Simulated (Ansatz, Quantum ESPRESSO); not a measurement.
## NaCl (Fm-3m): third-order response

Which lines does NaCl (Fm-3m) show in Raman and infrared spectra?

Method: DFT LDA, scalar-relativistic, plane waves, PseudoDojo norm-conserving pseudopotentials, in Quantum ESPRESSO 8.0 development, patched.

The database entry behind the starting cell differs from later determinations by our own check (an axis about 0.4 % short against later determinations), so it need not match the best structure at ambient conditions.

## Step 1: The starting structure

The structure is cubic, space group Fm-3m (No. 225). Conventional cell: a = 5.620 Å, b = 5.620 Å, c = 5.620 Å, α = 90.00°, β = 90.00°, γ = 90.00°. Nearest to Na lie 6 Cl at 2.81 Å. Nearest to Cl lie 6 Na at 2.81 Å. Farther neighbours and most contacts between anions are not listed.

Structure file:

```
Na Cl
1.0
    -2.81000    0.00000    2.81000
     0.00000    2.81000    2.81000
    -2.81000    2.81000    0.00000
Na Cl
1 1
Direct
  0.00000 0.00000 0.00000
  0.50000 0.50000 0.50000
```

## Step 2: A probe with smearing

A cheap run with smearing and empty bands tells whether the crystal has a gap, which decides between fixed occupations and smearing later on.

The input, probe.in:

```
&CONTROL
  calculation = 'scf'
  prefix      = 'x'
  outdir      = './tmp'
  pseudo_dir  = './pseudo'
  tprnfor     = .true.
  tstress     = .true.
  verbosity   = 'high'
/
&SYSTEM
  ibrav       = 2
  celldm(1)   = 10.62026082
  nat         = 2
  ntyp        = 2
  ecutwfc     = 88.0
  occupations = 'smearing'
  smearing    = 'gaussian'
  degauss     = 0.01
/
&ELECTRONS
  conv_thr         = 1.0d-07
  mixing_beta      = 0.7
  electron_maxstep = 100
/
ATOMIC_SPECIES
 Na     22.9898  Na.upf
 Cl     35.4500  Cl.upf
ATOMIC_POSITIONS crystal
 Na     0.000000000   0.000000000   0.000000000
 Cl     0.500000000   0.500000000   0.500000000
K_POINTS automatic
 6 6 6 0 0 0
```

Command:

```bash
$ OMP_NUM_THREADS=1 mpirun -n 2 pw.x -nk 2 -in probe.in > probe.out
```

The log of the run:

```text
[banners, grids, parts of the stress and lines that vanish by symmetry left out]
Program PWSCF v.8.0dev
     bravais-lattice index     =            2
     lattice parameter (alat)  =      10.6203  a.u.
[...]
kinetic-energy cutoff     =      88.0000  Ry
     charge density cutoff     =     352.0000  Ry
     scf convergence threshold =      1.0E-07
[...]
Exchange-correlation= SLA-PW-NOGX-NOGC
                           (   1   4   0   0   0   0   0)
[...]
48 Sym. Ops., with inversion, found
[...]
(     0          1          0      )
                  (     0          0          1      )
[...]
(  0.0000000  1.0000000  0.0000000 )
                  (  0.0000000  0.0000000  1.0000000 )
[...]
(     1          0         -1      )
                  (     0          0         -1      )
[...]
(  0.0000000 -1.0000000  0.0000000 )
[...]
(     0          1         -1      )
                  (     0          1          0      )
[...]
( -1.0000000  0.0000000  0.0000000 )
                  (  0.0000000  1.0000000  0.0000000 )
[...]
number of k points=    16  Gaussian smearing, width (Ry)=  0.0100
[...]
End of self-consistent calculation
[...]
the Fermi energy is     4.4188 ev
!    total energy              =    -124.29551347 Ry
[...]
convergence has been achieved in   6 iterations
[...]
atom    1 type  1   force =     0.00000000    0.00000000   -0.00000000
     atom    2 type  2   force =    -0.00000000   -0.00000000   -0.00000000
[...]
Total force =     0.000000     Total SCF correction =     0.000000
[...]
total   stress  (Ry/bohr**3)                   (kbar)     P=      -21.77
[...]
XML data file, charge density, pseudopotentials, collected wavefunctions

   JOB DONE.
```

Wall time 4.8 s (2 MPI ranks of Intel Xeon Platinum 8488C (Sapphire Rapids), shared host).

Read from the output:

* volume per atom: 22.19 Å³
* pressure: -2.177 GPa
* gap on the k-mesh: 4.733 eV

A gap of 4.7 eV opens on this mesh, so the crystal is taken as an insulator; the start stands at -2.2 GPa.

## Step 3: Relaxation

The relaxation runs at a cutoff a fifth above that of the response, since stress converges more slowly with the basis than frequencies do. Forces and stress are brought to rest with tight thresholds.

The input, relax.in:

```
&CONTROL
  calculation   = 'vc-relax'
  prefix        = 'x'
  outdir        = './tmp'
  pseudo_dir    = './pseudo'
  tprnfor       = .true.
  tstress       = .true.
  forc_conv_thr = 2.0d-05
  etot_conv_thr = 1.0d-07
  nstep         = 40
/
&SYSTEM
  ibrav       = 2
  celldm(1)   = 10.62026082
  nat         = 2
  ntyp        = 2
  ecutwfc     = 106
  occupations = 'fixed'
  nbnd        = 10
/
&ELECTRONS
  conv_thr         = 1.0d-11
  mixing_beta      = 0.7
  electron_maxstep = 100
/
&IONS
/
&CELL
  press_conv_thr = 0.2
/
ATOMIC_SPECIES
 Na     22.9898  Na.upf
 Cl     35.4500  Cl.upf
ATOMIC_POSITIONS crystal
 Na     0.000000000   0.000000000   0.000000000
 Cl     0.500000000   0.500000000   0.500000000
K_POINTS automatic
 6 6 6 0 0 0
```

Command:

```bash
$ OMP_NUM_THREADS=1 mpirun -n 2 pw.x -nk 2 -in relax.in > relax.out
```

The log of the run:

```text
[banners, grids, parts of the stress and lines that vanish by symmetry left out]
[banner, memory and clock lines left out]
Program PWSCF v.8.0dev

[...]
kinetic-energy cutoff     =     106.0000  Ry
     charge density cutoff     =     424.0000  Ry
     scf convergence threshold =      1.0E-11
[...]
energy convergence thresh.=      1.0E-07
     force convergence thresh. =      2.0E-05
     press convergence thresh. =      2.0E-01
     Exchange-correlation= SLA-PW-NOGX-NOGC
                           (   1   4   0   0   0   0   0)
[...]
48 Sym. Ops., with inversion, found
[...]
number of k points=    16
[...]
End of self-consistent calculation
[...]
highest occupied, lowest unoccupied level (ev):     0.9000    5.6336
!    total energy              =    -124.29553865 Ry
[...]
convergence has been achieved in   9 iterations
[...]
atom    1 type  1   force =    -0.00000000   -0.00000000    0.00000000
     atom    2 type  2   force =     0.00000000    0.00000000   -0.00000000
     Total force =     0.000000     Total SCF correction =     0.000000
[...]
total   stress  (Ry/bohr**3)                   (kbar)     P=      -21.92
[...]
number of bfgs steps    =   0
[...]
CELL_PARAMETERS (alat= 10.62026082)
[...]
ATOMIC_POSITIONS (crystal)
Na               0.0000000000       -0.0000000000       -0.0000000000
Cl               0.5000000000        0.5000000000        0.5000000000
[...]
New effective cutoffs (rho, wfc):  427.05  106.77
[...]
End of self-consistent calculation
[...]
highest occupied, lowest unoccupied level (ev):     0.9867    5.7632
!    total energy              =    -124.29600823 Ry
[...]
convergence has been achieved in   6 iterations
[...]
atom    1 type  1   force =    -0.00000000   -0.00000000    0.00000000
     atom    2 type  2   force =     0.00000000    0.00000000   -0.00000000
     Total force =     0.000000     Total SCF correction =     0.000000
[...]
total   stress  (Ry/bohr**3)                   (kbar)     P=      -19.48
[...]
number of bfgs steps    =   1
[...]
WARNING: bfgs curvature condition failed, Theta= 0.907
[...]
CELL_PARAMETERS (alat= 10.62026082)
[...]
ATOMIC_POSITIONS (crystal)
Na               0.0000000000        0.0000000000       -0.0000000000
Cl               0.5000000000        0.5000000000        0.5000000000
[...]
New effective cutoffs (rho, wfc):  431.88  107.98
[...]
End of self-consistent calculation
[...]
highest occupied, lowest unoccupied level (ev):     1.1199    5.9624
!    total energy              =    -124.29659905 Ry
[...]
convergence has been achieved in   7 iterations
[...]
atom    1 type  1   force =     0.00000000    0.00000000    0.00000000
     atom    2 type  2   force =     0.00000000    0.00000000   -0.00000000
     Total force =     0.000000     Total SCF correction =     0.000000
[...]
total   stress  (Ry/bohr**3)                   (kbar)     P=      -15.53
[...]
number of bfgs steps    =   2
[...]
CELL_PARAMETERS (alat= 10.62026082)
[...]
ATOMIC_POSITIONS (crystal)
[...]
New effective cutoffs (rho, wfc):  439.28  109.83
[...]
End of self-consistent calculation
[...]
atom    2 type  2   force =     0.00000000    0.00000000    0.00000000
     Total force =     0.000000     Total SCF correction =     0.000000
[...]
total   stress  (Ry/bohr**3)                   (kbar)     P=       -8.88
[...]
number of bfgs steps    =   3
[...]
CELL_PARAMETERS (alat= 10.62026082)
[...]
ATOMIC_POSITIONS (crystal)
[...]
New effective cutoffs (rho, wfc):  449.06  112.28
[...]
End of self-consistent calculation
[...]
highest occupied, lowest unoccupied level (ev):     1.6057    6.6912
!    total energy              =    -124.29746599 Ry
[...]
convergence has been achieved in   7 iterations
[...]
atom    1 type  1   force =    -0.00000000   -0.00000000    0.00000000
     atom    2 type  2   force =     0.00000000    0.00000000   -0.00000000
     Total force =     0.000000     Total SCF correction =     0.000000
[...]
total   stress  (Ry/bohr**3)                   (kbar)     P=        1.07
[...]
number of bfgs steps    =   4
[...]
CELL_PARAMETERS (alat= 10.62026082)
[...]
ATOMIC_POSITIONS (crystal)
[...]
New effective cutoffs (rho, wfc):  448.01  112.01
[...]
End of self-consistent calculation
[...]
highest occupied, lowest unoccupied level (ev):     1.5755    6.6458
!    total energy              =    -124.29746931 Ry
[...]
convergence has been achieved in   7 iterations
[...]
atom    1 type  1   force =    -0.00000000   -0.00000000   -0.00000000
     atom    2 type  2   force =     0.00000000    0.00000000    0.00000000
     Total force =     0.000000     Total SCF correction =     0.000000
[...]
total   stress  (Ry/bohr**3)                   (kbar)     P=       -0.06
[...]
number of bfgs steps    =   5
[...]
CELL_PARAMETERS (alat= 10.62026082)
[...]
ATOMIC_POSITIONS (crystal)
[...]
New effective cutoffs (rho, wfc):  448.07  112.03
[...]
End of self-consistent calculation
[...]
highest occupied, lowest unoccupied level (ev):     1.5771    6.6482
!    total energy              =    -124.29746932 Ry
[...]
convergence has been achieved in   4 iterations
[...]
atom    1 type  1   force =     0.00000000    0.00000000    0.00000000
     atom    2 type  2   force =     0.00000000    0.00000000    0.00000000
     Total force =     0.000000     Total SCF correction =     0.000000
[...]
total   stress  (Ry/bohr**3)                   (kbar)     P=       -0.00
[...]
bfgs converged in   7 scf cycles and   6 bfgs steps
[...]
End of BFGS Geometry Optimization
     Final enthalpy           =    -124.2974693173 Ry
     File ./tmp/x.bfgs deleted, as requested
[...]
CELL_PARAMETERS (alat= 10.62026082)
[...]
ATOMIC_POSITIONS (crystal)
Na               0.0000000000       -0.0000000000       -0.0000000000
Cl               0.5000000000        0.5000000000        0.5000000000
[...]
Final scf calculation at the relaxed structure.
[...]
kinetic-energy cutoff     =     106.0000  Ry
     charge density cutoff     =     424.0000  Ry
     scf convergence threshold =      1.0E-13
[...]
press convergence thresh. =      2.0E-01
     Exchange-correlation= SLA-PW-NOGX-NOGC
                           (   1   4   0   0   0   0   0)
[...]
48 Sym. Ops., with inversion, found
[...]
number of k points=    16
[...]
End of self-consistent calculation
[...]
highest occupied, lowest unoccupied level (ev):     1.5771    6.6482
!    total energy              =    -124.29746756 Ry
[...]
convergence has been achieved in  11 iterations
[...]
atom    1 type  1   force =     0.00000000    0.00000000    0.00000000
     atom    2 type  2   force =    -0.00000000   -0.00000000   -0.00000000
     Total force =     0.000000     Total SCF correction =     0.000000
[...]
total   stress  (Ry/bohr**3)                   (kbar)     P=        0.01
[...]
XML data file, charge density, pseudopotentials, collected wavefunctions
```

Wall time 34 s (2 MPI ranks); 69 s of CPU time.

The steps of the relaxation:

```tsv
step	energy less that of the first step (eV)	largest force (eV/Å)	pressure (GPa)	volume (Å³)
1	0.0000	0.0000	-2.19	44.38
2	-0.0064	0.0000	-1.95	43.88
3	-0.0144	0.0000	-1.55	43.15
4	-0.0228	0.0000	-0.89	42.06
5	-0.0262	0.0000	0.11	40.69
6	-0.0263	0.0000	-0.01	40.84
7	-0.0263	0.0000	0.00	40.83
8	-0.0262	0.0000	0.00	40.83
```

```tsv
conventional cell, symmetrised	before	after	change
a (Å)	5.620	5.466	-2.7 %
b (Å)	5.620	5.466	-2.7 %
c (Å)	5.620	5.466	-2.7 %
volume (Å³/atom)	22.19	20.42	-8.0 %
```

The relaxed structure:

```cif
data_structure
_symmetry_space_group_name_H-M 'P 1'
_symmetry_Int_Tables_number 1
_cell_length_a 3.8651
_cell_length_b 3.8651
_cell_length_c 3.8651
_cell_angle_alpha 60.000
_cell_angle_beta 60.000
_cell_angle_gamma 60.000
_cell_volume 40.83
loop_
_atom_site_label
_atom_site_type_symbol
_atom_site_fract_x
_atom_site_fract_y
_atom_site_fract_z
_atom_site_occupancy
Na1 Na 0.00000 0.00000 0.00000 1
Cl2 Cl 0.50000 0.50000 0.50000 1
```

The last row of the table of steps is pw.x's closing run on a basis chosen anew for the final cell, so its energy can jump.

This step gave:

```
volume per atom   : 20.42 Å³
pressure          : 0.001 GPa
gap on the k-mesh : 5.071 eV
```

The volume changes by -8.0 % from the cell with which this run began.

## Step 4: Ground state

Perturbation theory inherits every error of the wavefunctions, so the threshold is set near the limit of the arithmetic. With a gap, occupations are fixed, which also allows the response to an electric field.

The input, scf.in:

```
&CONTROL
  calculation = 'scf'
  prefix      = 'x'
  outdir      = './tmp'
  pseudo_dir  = './pseudo'
  tprnfor     = .true.
  tstress     = .true.
/
&SYSTEM
  ibrav       = 2
  celldm(1)   = 10.32949821
  nat         = 2
  ntyp        = 2
  ecutwfc     = 88.0
  occupations = 'fixed'
  nbnd        = 10
/
&ELECTRONS
  conv_thr         = 1.0d-12
  mixing_beta      = 0.7
  electron_maxstep = 100
/
ATOMIC_SPECIES
 Na     22.9898  Na.upf
 Cl     35.4500  Cl.upf
ATOMIC_POSITIONS crystal
 Na     0.000000000   0.000000000   0.000000000
 Cl     0.500000000   0.500000000   0.500000000
K_POINTS automatic
 8 8 8 0 0 0
```

Command:

```bash
$ OMP_NUM_THREADS=1 mpirun -n 2 pw.x -nk 2 -in scf.in > scf.out
```

The log of the run:

```text
[banners, grids, parts of the stress and lines that vanish by symmetry left out]
[banner, memory and clock lines left out]
Program PWSCF v.8.0dev

[...]
kinetic-energy cutoff     =      88.0000  Ry
     charge density cutoff     =     352.0000  Ry
     scf convergence threshold =      1.0E-12
[...]
Exchange-correlation= SLA-PW-NOGX-NOGC
                           (   1   4   0   0   0   0   0)
[...]
48 Sym. Ops., with inversion, found
[...]
number of k points=    29
[...]
End of self-consistent calculation
[...]
highest occupied, lowest unoccupied level (ev):     1.5770    6.6482
!    total energy              =    -124.29744564 Ry
[...]
convergence has been achieved in  10 iterations
[...]
atom    1 type  1   force =     0.00000000    0.00000000    0.00000000
     atom    2 type  2   force =     0.00000000    0.00000000    0.00000000
     Total force =     0.000000     Total SCF correction =     0.000000
[...]
total   stress  (Ry/bohr**3)                   (kbar)     P=       -0.02
[...]
XML data file, charge density, pseudopotentials, collected wavefunctions
```

Elapsed: 9.3 s, on 2 MPI ranks.

This step gave:

| Quantity | Value |
| --- | --- |
| pressure | -0.002 GPa |

The cell stands at -0.002 GPa, close enough for phonons.

(Part 1 of 3 ends here.)

[Host names and launcher messages were left out of these logs when they were recorded.]

[Logs are printed without paths, hosts, clocks, repeated set-up lines and the standing remarks that a program may print on its own settings, such as how far it seeks lower states.]

[Hosts, paths, dates, database ids (printed as entryN), source tags and the programs' standing remarks are cut or masked in the printed files.]
